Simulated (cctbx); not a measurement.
## What is wrong with this refinement?

Cell a = 4.0890 Å, b = 14.8900 Å, c = 6.6720 Å, α = 90.00°, β = 90.00°, γ = 90.00°; space group Cmcm (no. 63).

The data are simulated with cctbx, not measured: synchrotron X-rays, λ = 0.6889 Å, to d = 0.8 Å, 50 % of the full sphere, strongest reflection 70000 counts, noise from counting, a 3 % proportional error and a noise floor of 4 counts (s.d.); no absorption, and some extinction, which the refinements don't model.

An anisotropic refinement with weights 1/σ² prints:

```text
Rint 0.022, 248 unique reflections to 0.80 A
cycle     R1     wR2    GooF  max shift (A)
   1  0.0454  0.1442   6.522   0.00932
   2  0.0286  0.0842   3.810   0.00001
final R1 0.0286 wR2 0.0842 GooF 3.810  parameters 18  data/parameter 13.8
atom        x        y        z      Ueq    occ   su(xyz)  su(Uiso or U11)
Yb1    0.00000  0.62421  0.25000   0.0078  1.000  0.00004  0.0005
Ga1    0.50000  0.68848  0.93923   0.0140  1.000  0.00020  0.0007
Ga2    0.00000  0.56626  0.75000   0.0104  1.000  0.00012  0.0010
Ga3    0.00000  0.00000  0.50000   0.0162  1.000  0.00000  0.0010
difference map: max 8.12 min -1.22 rms 0.37
Q1    0.0000  0.2770  0.2500    4    8.16  2.33 A from Ga2
Q2    0.0000  0.4645  0.2500    4    1.12  0.46 A from Ga2
Q3    0.0000  0.3005  0.0962    8    0.75  1.97 A from Ga1
Q4    0.0000  0.0845  0.7500    4    0.74  2.00 A from Ga1
Q5    0.0000  0.0521  0.6680    8    0.67  1.36 A from Ga3
Q6    0.0000  0.0403  0.1859    8    0.58  1.38 A from Ga3
```

Q: Accept it or mend it, and why?

Mend it. The fault: an atom left out, Be at (0, 0.7220, 3/4). Against the right model at the same level, R1 goes from 0.0122 to 0.0286 and GooF from 1.15 to 3.81 and the top difference peak, 8.2 e/Å³, lies 2.33 Å from Ga2. Q1 is the missing atom. With scattering power missing, scale and phases suffer, so peaks may also grow on the heavy atoms.

The compound is YbBeGa4. The right model at the same level gives:

```text
Rint 0.022, 248 unique reflections to 0.80 A
cycle     R1     wR2    GooF  max shift (A)
   1  0.0378  0.1134   5.175   0.05145
   3  0.0122  0.0252   1.151   0.00002
final R1 0.0122 wR2 0.0252 GooF 1.151  parameters 22  data/parameter 11.3
atom        x        y        z      Ueq    occ   su(xyz)  su(Uiso or U11)
Yb1    0.00000  0.62420  0.25000   0.0078  1.000  0.00001  0.0002
Ga1    0.50000  0.68840  0.93908   0.0142  1.000  0.00006  0.0002
Ga2    0.00000  0.56609  0.75000   0.0103  1.000  0.00004  0.0003
Ga3    0.00000  0.00000  0.50000   0.0165  1.000  0.00000  0.0003
Be1    0.00000  0.72217  0.75000   0.0163  1.000  0.00047  0.0033
difference map: max 0.78 min -0.94 rms 0.20
Q1    0.0000  0.3011  0.1106    8    0.78  0.99 A from Be1
Q2    0.0000  0.0739  0.6969    8    0.61  1.71 A from Ga3
Q3    0.0000  0.3199  0.7500    4    0.54  0.83 A from Yb1
Q4    0.0000  0.2670  0.6049    8    0.53  1.21 A from Ga1
Q5    0.0896  0.1199  0.5516   16    0.50  1.09 A from Ga1
Q6    0.0000  0.0388  0.1973    8    0.49  1.44 A from Ga3
```

The model is made up (kin elements in a known structure type, no relaxation), so it says nothing on whether the phase exists.

[Middle refinement cycles are left out of these outputs.]

[Logs are printed without paths, hosts, clocks, repeated set-up lines and the standing remarks that a program may print on its own settings, such as how far it seeks lower states.]
